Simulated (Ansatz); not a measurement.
# LaP (model cell, started as CsCl type): following an unstable mode, part 2 of 2

Which phase does LaP (model cell, started as CsCl type) fall into along its unstable mode, and how much energy does it gain?

Ansatz 0.2.0; DFT PBE, scalar-relativistic, plane waves, PAW.

So far, highest frequency on the path or at a solved wavevector (cm⁻¹): step 2 (the dispersion) 269. Also lowest frequency on the path (cm⁻¹): step 2 -73.4.

The structure was built from a prototype and need not be the compound's stable phase.

## Step 4: The mode frozen in, largest atomic shift 0.45 Å

The atoms are moved along the unstable eigenvector, the largest shift by 0.45 Å, with the cell fixed.

Contents of input.yaml:

```yaml
crystal:
  lattice:
    - [-3.6414751386, 0.0, 0.0]
    - [0.0, -3.6414751386, -3.6414751386]
    - [0.0, -3.6414751386, 3.6414751386]
  atoms:
    - { symbol: La, position: [0.1235762934, 0.5, 0.5] }
    - { symbol: La, position: [-0.1235762934, 1.0, 0.0] }
    - { symbol: P, position: [0.5, 1.0, 0.5] }
    - { symbol: P, position: [0.5, 0.5, 0.0] }
kpoints:
  mp_grid: { grid: [10, 8, 8] }
hamiltonian:
  xc: pbe
scf:
  occupations: { method: methfessel_paxton, width: 0.15 }
output:
  forces: true
  stress: true
  eigenvalues: true
```

On the command line:

```console
> ansatz run input.yaml --threads 4 --pin off --max-ram 7168MiB --backend cpu --events-out ev --progress --plain --runs-dir out
```

Numbers of over 12 decimals in the logs are rounded to 6 here.

The log of the run:

```text
[...]
Crystal: 4 atoms, lattice volume = 96.574 Å³
Basis set: ecut = 420 eV, 1901 PW (Γ), exchange–correlation on 50×72×72 points (8 copies of the dense FFT grid, shifted against one another)
Bands: 20, of which v1, the nominal top of the filled ones, is band 16 counted from 1 (15 counted from 0)
Symmetry: 16 space group operations
[...]
k-points: 90 of 640
[...]
--- Band table (eV; the first three rows and the last of 90) ---
  k-point 0: bands = [... 12 lower, 9.7320, 10.7620, 11.2591, 11.3183, 11.3183, 11.3708, 13.1234, 13.4078]
  k-point 1: bands = [... 12 lower, 9.9601, 10.5206, 10.6713, 11.4008, 11.5210, 11.6506, 13.0818, 13.3979]
  k-point 2: bands = [... 12 lower, 9.8445, 10.1864, 10.2147, 11.2914, 11.6738, 12.1914, 12.9920, 13.4038]
  k-point 89: bands = [... 12 lower, 9.3170, 9.3170, 10.9355, 10.9355, 11.7985, 11.7985, 13.0596, 13.0596]
[key lines of the parts left out:]
SCF converged after 6 iterations
Free energy (F): -14016.684621 eV
Fermi energy:    11.405549 eV
P = ⅓ Tr σ = 2.1848 GPa (21.848 kbar)
```

Elapsed: 2.9 s, on 4 threads of Arm Neoverse V2, shared host; peak memory 0.47 GiB.

This step gave:

```yaml
pressure: 2.185 GPa
energy_from_the_undistorted_cell: -68.26 meV/atom
```

The energy, extrapolated to zero smearing, is -68.26 meV/atom against the undistorted cell.

The run ends at a pressure of 2.18 GPa, with forces up to 0.11 eV/Å.

## Step 5: Energy along the mode, all amplitudes (two of the runs are shown above)

An imaginary frequency means negative curvature, so the energy should fall and then rise again as anharmonic terms take over.

This step gave:

```yaml
depth_at_the_lowest_point_sampled: 68.26 meV/atom
largest_atomic_shift_at_that_point: 0.45 Å
```

Energy from the parent against largest atomic shift:

```
largest atomic shift (Å)  energy from the parent (meV/atom)
                   0.000                                  0
                   0.040                              -1.16
                   0.080                              -4.84
                   0.140                              -14.0
                   0.220                              -30.0
                   0.320                              -50.9
                   0.450                              -68.3
                   0.600                              -56.7
```

Displacement at unit largest shift by atom:

```
atom  x (Å)  y (Å)  z (Å)  size
 La1  -1.00   0.00   0.00  1.00
 La2   1.00   0.00   0.00  1.00
  P3   0.00   0.00   0.00  0.00
  P4   0.00   0.00   0.00  0.00
```

The lowest of the steps tried is at 0.45 Å, 68.3 meV/atom below the parent; the bottom of the well need not coincide with a step.

## Step 6: Relaxing from the distorted cell

Starting from the lowest point found, all atoms and the cell are let go, so that strain and other modes of the same symmetry can join in.

input.yaml: that of step 4 with these lines changed.

```diff
@@ -20 +20,6 @@
   eigenvalues: true
+relax:
+  adjacent_minimum: "off"
+  f_tol: 0.002
+  max_steps: 120
+  cell: { stress_tol: 0.03 }
```

The log of the run:

```text
[...]
Crystal: 4 atoms, lattice volume = 96.574 Å³
Basis set: ecut = 420 eV, 1901 PW (Γ), exchange–correlation on 50×72×72 points (8 copies of the dense FFT grid, shifted against one another)
Bands: 20, of which v1, the nominal top of the filled ones, is band 16 counted from 1 (15 counted from 0)
Symmetry: 16 space group operations
[...]
k-points: 90 of 640
[...]
SCF iter   1: F=—  HF=-14016.685265 eV  |F-HF|=—  |Δ(HF+E_count)|=         —  Δρ=4.28e-3  dr2=1.19e-2  ethr=1.77e-3  ⟨swp⟩=6.5  Hψ=9740  notcnv=0
[...]
SCF iter   6: F=-14016.684621 eV  HF=-14016.684621 eV  |F-HF|=3.97e-8  |Δ(HF+E_count)|=   1.54e-7  S|Δr|=    0.00e0  Δρ=7.57e-6  dr2=8.88e-8  ethr=3.13e-10  ⟨swp⟩=12.2  Hψ=11246  notcnv=0
SCF 1 converged in 6 iterations: F = -14016.684621 eV  dr2 = 8.88e-8
[...]
relax step   1: F+E_penalty+E_count = -14016.68462075 eV  Δ(F+E_penalty+E_count) = +0.000e0 eV  max|allowed force component| = 1.108e-1 eV/Å  Δτ_max = 0.0000 Å  P = +2.185 GPa  Ω = 96.574 Å³  (6 SCF iters, dr2 threshold 1.00e-7 eV, accepted)
Crystal: 4 atoms, lattice volume = 103.412 Å³
Basis set: ecut = 420 eV, 2029 PW (Γ), exchange–correlation on 50×72×72 points (8 copies of the dense FFT grid, shifted against one another)
[...]
SCF iter   6: F=-14016.705505 eV  HF=-14016.705505 eV  |F-HF|=9.59e-10  |Δ(HF+E_count)|=   1.93e-7  S|Δr|=    0.00e0  Δρ=5.68e-6  dr2=3.67e-8  ethr=1.25e-9  ⟨swp⟩=11.9  Hψ=13896  notcnv=0
SCF 2 converged in 6 iterations: F = -14016.705505 eV  dr2 = 3.67e-8
relax step   2: F+E_penalty+E_count = -14016.70550471 eV  Δ(F+E_penalty+E_count) = -2.088e-2 eV  max|allowed force component| = 8.606e-2 eV/Å  Δτ_max = 0.0908 Å  P = -1.692 GPa  Ω = 103.412 Å³  energy of the carried Pulay correction = -3.734e-4 eV  (6 SCF iters, dr2 threshold 4.00e-7 eV, accepted)
Crystal: 4 atoms, lattice volume = 101.373 Å³
[...]
SCF iter   5: F=-14016.723467 eV  HF=-14016.723467 eV  |F-HF|=2.19e-8  |Δ(HF+E_count)|=   6.73e-7  S|Δr|=    0.00e0  Δρ=7.60e-6  dr2=6.73e-8  ethr=1.25e-9  ⟨swp⟩=10.4  Hψ=13074  notcnv=0
SCF 3 converged in 5 iterations: F = -14016.723467 eV  dr2 = 6.73e-8
relax step   3: F+E_penalty+E_count = -14016.72346705 eV  Δ(F+E_penalty+E_count) = -1.796e-2 eV  max|allowed force component| = 6.782e-2 eV/Å  Δτ_max = 0.0153 Å  P = -0.342 GPa  Ω = 101.373 Å³  energy of the carried Pulay correction = -2.647e-4 eV  (5 SCF iters, dr2 threshold 4.00e-7 eV, accepted)
[...]
relax step   4: F+E_penalty+E_count = -14016.72472735 eV  Δ(F+E_penalty+E_count) = -1.260e-3 eV  max|allowed force component| = 2.048e-2 eV/Å  Δτ_max = 0.0236 Å  P = +0.084 GPa  Ω = 101.217 Å³  energy of the carried Pulay correction = -2.563e-4 eV  (5 SCF iters, dr2 threshold 4.00e-7 eV, accepted)
[...]
relax step   5: F+E_penalty+E_count = -14016.72505977 eV  Δ(F+E_penalty+E_count) = -3.324e-4 eV  max|allowed force component| = 4.661e-4 eV/Å  Δτ_max = 0.0038 Å  P = +0.010 GPa  Ω = 101.326 Å³  energy of the carried Pulay correction = -2.622e-4 eV  (4 SCF iters, dr2 threshold 2.07e-7 eV, accepted)
[...]
SCF iter   6: F=-14016.725427 eV  HF=-14016.725427 eV  |F-HF|=7.28e-12  |Δ(HF+E_count)|=  1.09e-11  S|Δr|=    0.00e0  Δρ=7.64e-8  dr2=2.08e-12  ethr=1.00e-12  ⟨swp⟩=7.1  Hψ=9958  notcnv=0
SCF 6 converged in 6 iterations: F = -14016.725427 eV  dr2 = 2.08e-12
relax step   6: F+E_penalty+E_count = -14016.72542652 eV  Δ(F+E_penalty+E_count) = -3.668e-4 eV  max|allowed force component| = 4.781e-4 eV/Å  Δτ_max = 0.0000 Å  P = +0.018 GPa  Ω = 101.326 Å³  stress off target by 2.23e-2 GPa  SCF on the basis re-selected at this cell (its energy is not comparable with the rows above)  (6 SCF iters)
basis re-selected at this cell: Δ(F+E_penalty+E_count) = -3.668e-4 eV, ΔP = +0.008 GPa vs the last step (what re-selecting the basis moved, of the pressure what is left beyond the Pulay correction that the steps carried, after the strain that the cell walked since its last selection, with what the two solves' SCF thresholds leave and, on support functions, any second-order correction that the steps lacked; it is no m [...]
SCF converged after 6 iterations
[...]
Free energy (F): -14016.725427 eV
[...]
Internal energy: -14016.726599 eV  (E = F + TS)
E sigma→0 (E₀):  -14016.725720 eV
Entropy (-TS):   0.001173 eV (0.293 meV/atom)
Fermi energy:    10.842573 eV
[...]
--- Forces (eV/Å), atoms counted from 1 ---
  atom   1  La    -0.00047808    -0.00000000     0.00000000
  atom   2  La     0.00047808     0.00000000    -0.00000000
  atom   3  P      0.00000000    -0.00000000     0.00000000
  atom   4  P      0.00000000     0.00000000    -0.00000000
  max |Σ_I F_I| component: 3.47e-18 eV/Å
--- Stress (GPa, compression-positive) ---
        0.009148       0.000000      -0.000000
        0.000000       0.022339       0.000000
       -0.000000       0.000000       0.022339
  P = ⅓ Tr σ = 0.0179 GPa (0.179 kbar)
--- Band table (eV; the first three rows and the last of 90) ---
  k-point 0: bands = [... 12 lower, 8.9003, 10.3079, 10.5939, 10.5993, 10.5993, 10.9542, 12.6010, 12.6676]
  k-point 1: bands = [... 12 lower, 9.1250, 9.9581, 9.9940, 10.7489, 11.0280, 11.0619, 12.5072, 12.6599]
  k-point 2: bands = [... 12 lower, 9.1935, 9.3520, 9.5986, 10.6483, 11.1911, 11.5845, 12.3411, 12.6622]
  k-point 89: bands = [... 12 lower, 8.5778, 8.5778, 10.1037, 10.1037, 11.2744, 11.2744, 12.3599, 12.3599]
--- Relaxed structure (5 steps of the walk, 5 accepted, 1 SCFs on fresh bases) ---
  F+E_penalty+E_count = -14016.72542652 eV   max|allowed force component| = 4.781e-4 eV/Å   (the final SCF, on the basis selected at the relaxed cell)
  cell:  # Å, volume = 101.3256 Å³
    - [-3.725648, 0, 0]
    - [0, -3.687599, -3.687599]
    - [0, -3.687599, 3.687599]
  atoms:
    - { symbol: La, position: [0.149740, 0.500000, 0.500000] }
    - { symbol: La, position: [-0.149740, 1.000000, 0.0] }
    - { symbol: P, position: [0.500000, 1.000000, 0.500000] }
    - { symbol: P, position: [0.500000, 0.500000, 0.0] }
```

The job ended after 20 s (4 threads; peak memory 0.51 GiB; 79 s of CPU time).

The steps of the relaxation:

```
step  energy less that of the first step (eV)  largest force component (eV/Å)  pressure (GPa)  volume (Å³)
   1                                   0.0000                          0.1108            2.18        96.57
   2                                  -0.0209                          0.0861           -1.69       103.41
   3                                  -0.0388                          0.0678           -0.34       101.37
   4                                  -0.0401                          0.0205            0.08       101.22
   5                                  -0.0404                          0.0005            0.01       101.33
  6*                                  -0.0408                          0.0005            0.02       101.33
```

Relaxation steps marked * repeat the geometry before them on a plane-wave basis chosen anew for their cell, so energy and pressure can jump there.

Forces are held to the 16 operations that the run works with; a distortion that breaks them can't arise in this run.

```
     cell as run  before  after  change
           a (Å)   3.641  3.726  +2.3 %
           b (Å)   5.150  5.215  +1.3 %
           c (Å)   5.150  5.215  +1.3 %
volume (Å³/atom)   24.14  25.33  +4.9 %
```

The atoms that moved most (Å, as changes of fractional coordinates times the final cell):

```
atom      dx     dy     dz  length
 La1  -0.097  0.000  0.000   0.097
 La2   0.097  0.000  0.000   0.097
```

This step gave:

```yaml
pressure: 0.01794 GPa
volume_per_atom: 25.33 Å³
```

The distorted start has space group P4/nmm; the relaxation ends in P4/nmm.

## Step 7: The new phase in its own primitive cell

The relaxed structure is symmetrised, reduced to its primitive cell and relaxed tightly, as its phonons need.

input.yaml, the sections that differ from step 6:

```yaml
crystal:
  lattice:
    - [5.2150529663, 0.0, 0.0]
    - [0.0, 5.2150529663, 0.0]
    - [0.0, 0.0, 3.725647924]
  atoms:
    - { symbol: La, position: [0.5, 0.0, 0.1497397201] }
    - { symbol: La, position: [0.0, 0.5, 0.8502602799] }
    - { symbol: P, position: [0.0, 0.0, 0.5] }
    - { symbol: P, position: [0.5, 0.5, 0.5] }
kpoints:
  mp_grid: { grid: [8, 8, 10] }
relax:
  adjacent_minimum: "off"
  f_tol: 0.001
  max_steps: 60
  cell: { stress_tol: 0.01 }
# hamiltonian, scf, output: as in step 6
```

The log of the run:

```text
[...]
Crystal: 4 atoms, lattice volume = 101.326 Å³
Basis set: ecut = 420 eV, 2013 PW (Γ), exchange–correlation on 72×72×50 points (8 copies of the dense FFT grid, shifted against one another)
Bands: 20, of which v1, the nominal top of the filled ones, is band 16 counted from 1 (15 counted from 0)
Symmetry: 16 space group operations
[...]
k-points: 90 of 640
[...]
--- Relaxed structure (3 steps of the walk, 3 accepted, 1 SCFs on fresh bases) ---
[...]
cell:  # Å, volume = 101.3617 Å³
    - [5.215764, 0.0, 0.0]
    - [0.0, 5.215764, 0.0]
    - [0.0, 0.0, 3.725958]
  atoms:
    - { symbol: La, position: [0.500000, 0, 0.149869] }
    - { symbol: La, position: [0, 0.500000, 0.850131] }
    - { symbol: P, position: [0, 0, 0.500000] }
    - { symbol: P, position: [0.500000, 0.500000, 0.500000] }
[key lines of the parts left out:]
SCF converged after 5 iterations
Free energy (F): -14016.725429 eV
Fermi energy:    10.838326 eV
P = ⅓ Tr σ = -0.0011 GPa (-0.011 kbar)
```

Run time: 13 s. Hardware: 4 threads; peak memory 0.52 GiB.

Little changed from the start: no atom moved by 0.005 Å and no cell edge by 0.1 %.

Numbers from this step:

```yaml
pressure: -0.001057 GPa
volume_per_atom: 25.34 Å³
```

The largest force component left is 0.32 meV/Å and the pressure is -0.001 GPa, within the tolerances set. The cell now holds 25.34 Å³/atom.

## Step 8: Modes of the new phase, k-mesh 8×8×10

A relaxed structure may still be a saddle point, so its zone-centre modes are computed. No field response is asked, since the mesh shows no gap.

input.yaml, the sections that differ from step 7:

```yaml
crystal:
  lattice:
    - [5.2157636968, 0.0, 0.0]
    - [0.0, 5.2157636968, 0.0]
    - [0.0, 0.0, 3.7259584456]
  atoms:
    - { symbol: La, position: [0.5, 0.0, 0.1498688858] }
    - { symbol: La, position: [0.0, 0.5, 0.8501311142] }
    - { symbol: P, position: [0.0, 0.0, 0.5] }
    - { symbol: P, position: [0.5, 0.5, 0.5] }
output:
  eigenvalues: true
phonons:
  method: dfpt
# kpoints, hamiltonian, scf: as in step 7
# relax: removed
```

The log of the run:

```text
zone centre: on kpoints.mp_grid the ground state, and the responses unless they are solved on pairs of k-points, stand on 150 of the mesh's 640 k-points, reduced under 4 symmetry operations, with k and −k counted as one. Each operation leaves every solved displacement unchanged or reverses it
[...]
Crystal: 4 atoms, lattice volume = 101.362 Å³
Basis set: ecut = 420 eV, 2029 PW (Γ), exchange–correlation on 72×72×50 points (8 copies of the dense FFT grid, shifted against one another)
Bands: 20, of which v1, the nominal top of the filled ones, is band 16 counted from 1 (15 counted from 0)
Symmetry: 16 space group operations
k-points: 150 of 640 (irreducible under 4 space group operations, time reversal used)
[...]
SCF iter   1: F=—  HF=-14016.726025 eV  |F-HF|=—  |Δ(HF+E_count)|=         —  Δρ=4.19e-3  dr2=1.22e-2  ethr=1.77e-3  ⟨swp⟩=6.8  Hψ=16273  notcnv=0
[...]
SCF iter   9: F=-14016.725429 eV  HF=-14016.725429 eV  |F-HF|=1.82e-12  |Δ(HF+E_count)|=  1.46e-11  S|Δr|=    0.00e0  Δρ=1.95e-8  dr2=4.39e-13  ethr=1.00e-12  ⟨swp⟩=11.2  Hψ=19642  notcnv=0
SCF 1 converged in 9 iterations: F = -14016.725429 eV  dr2 = 4.39e-13
[...]
DFPT response loops at Γ: preconditioner auto → Kerker (q_TF=auto, 2.251 Å⁻¹) (partly filled bands, converged f_vac=0.000); β = 1.00, the filter's whole step (`scf.mixing.beta` (0.50) is not read by the response loops under this deck's `scf.mixing.preconditioner`; to damp them name `kerker` or `kerker_dos`, under which they read `scf.mixing.beta`, and type it under 1.00, their step now; both keys bind the ground state too); Broyden in place of MSR1
SCF converged after 9 iterations
[...]
Free energy (F): -14016.725429 eV
[...]
Internal energy: -14016.726605 eV  (E = F + TS)
E sigma→0 (E₀):  -14016.725723 eV
Entropy (-TS):   0.001176 eV (0.294 meV/atom)
Fermi energy:    10.838327 eV
[...]
--- Band table (eV; the first three rows and the last of 150) ---
  k-point 0: bands = [... 12 lower, 8.8957, 10.3042, 10.5893, 10.5939, 10.5939, 10.9510, 12.5964, 12.6622]
  k-point 1: bands = [... 12 lower, 8.8034, 10.0636, 10.3812, 10.4700, 10.4700, 11.1482, 12.3116, 12.7405]
  k-point 2: bands = [... 12 lower, 8.3895, 9.0599, 10.1616, 10.1616, 10.6063, 11.7045, 12.4555, 12.8558]
  k-point 149: bands = [... 12 lower, 8.5728, 8.5728, 10.0980, 10.0980, 11.2703, 11.2703, 12.3548, 12.3548]
--- Phonons (Γ-DFPT): 4 representative perturbations + reference, on 150 of 640 k-points (Σ response iterations 12) ---
  k mesh reduced under 4 symmetry operations, with k and −k counted as one. Each operation leaves every solved displacement unchanged or reverses it
  ASR residual: 1.026e-5 → 0.000e0 eV/Å²; symmetrization residual: 7.229e-7 eV/Å²
  ASR residual per site (eV/Å²): 1.03e-5 1.03e-5 1.02e-5 1.02e-5
  Γ frequencies (cm⁻¹): 0.00 0.00 0.00 82.70 101.68 101.68 103.48 167.40 167.40 173.16 249.11 249.11
  non-analytic LO–TO correction: not included (Born effective charges unavailable; polar crystals: no LO–TO splitting at Γ)
```

Run time: 41 s. Hardware: 4 threads; peak memory 1.6 GiB; 2.6 min of CPU time.

Numbers from this step:

```
sum-rule residual before enforcement                    : 1.03e-5 eV/Å²
point group                                             : 4/mmm
highest optical mode at the zone centre (no LO-TO term) : 249.1 cm⁻¹
lowest optical zone-centre mode                         : 82.7 cm⁻¹
```

Patterns of degenerate modes are one choice out of their space. Modes at Γ, with each element's share of the kinetic energy:

```
mode  frequency (cm⁻¹)  symmetry  La %  P %
   1               0.0  acoustic    82   18
   2               0.0  acoustic    82   18
   3               0.0  acoustic    82   18
   4              82.7       A1g   100    0
   5             101.7        Eg    97    3
   6             101.7        Eg    97    3
   7             103.5       B1g     0  100
   8             167.4        Eu    18   82
   9             167.4        Eu    18   82
  10             173.2       A2u    18   82
  11             249.1        Eg     3   97
  12             249.1        Eg     3   97
```

Displacements in mode 4 (82.7 cm⁻¹), the largest set to 1:
```
La1  0.00  0.00 -1.00
La2  0.00  0.00  1.00
P3   0.00  0.00  0.00
P4   0.00  0.00  0.00
```

Displacements in mode 8 (167.4 cm⁻¹), the largest set to 1:
```
La1 -0.03 -0.22  0.00
La2 -0.03 -0.22  0.00
P3   0.12  1.00  0.00
P4   0.12  1.00  0.00
```

Before it was imposed, the acoustic sum rule was missed by 1.0e-5 eV/Å². Small misses are needed for a sound result but don't prove that mesh and cutoff are converged. The lowest optical mode is real, 82.7 cm⁻¹.

## Step 9: Summary of results

| Quantity | Value |
| --- | --- |
| unstable mode of the parent | q = (0, -0.5, -0.5), 73i cm⁻¹ |
| depth at the lowest point sampled | 68.3 meV/atom |
| largest atomic shift at that point | 0.45 Å |
| space group reached (within 0.01 Å) | P4/nmm |
| energy gained over the parent (first relaxation, on the mesh of the frozen mode) | 78.6 meV/atom |
| volume per atom, phase reached | 25.3 Å³ |
| lowest optical zone-centre mode, phase reached | 82.7 cm⁻¹ |
| highest optical mode at the zone centre (no LO-TO term), phase reached | 249 cm⁻¹ |

What this shows: Along this mode the structure falls into P4/nmm, 78.6 meV/atom below the parent. At the parent's cell the well is 68.26 meV/atom deep on the steps tried, with its lowest point at a shift of 0.45 Å. Relaxing atoms and cell changes the gain by +10.31 meV/atom against the lowest step (energies at zero smearing). The new phase has no imaginary mode at the zone centre of its cell; other wavevectors were not checked. Of the 2 patterns followed to their end from this parent, this one reaches the lowest energy. Each path keeps the symmetry of its pattern, so a lower phase may lie along a pattern not tried. With no gap, or one that is small against the smearing, the frequencies hang on the k mesh and the smearing, most of all near Kohn anomalies. A semilocal functional can close a gap that the real compound would have, so the metallic treatment may be an artefact of the level. Spin-orbit coupling is left out, which can matter for the heavy elements here. A phonon run warned that its eigensolver left some bands unconverged in a pass. The starting cell was built on a prototype and not taken from a measurement, so the phase need not exist.

[Logs are printed without paths, hosts, clocks, repeated set-up lines and the standing remarks that a program may print on its own settings, such as how far it seeks lower states.]

[Hosts, paths, dates, database ids (printed as entryN), source tags and the programs' standing remarks are cut or masked in the printed files.]
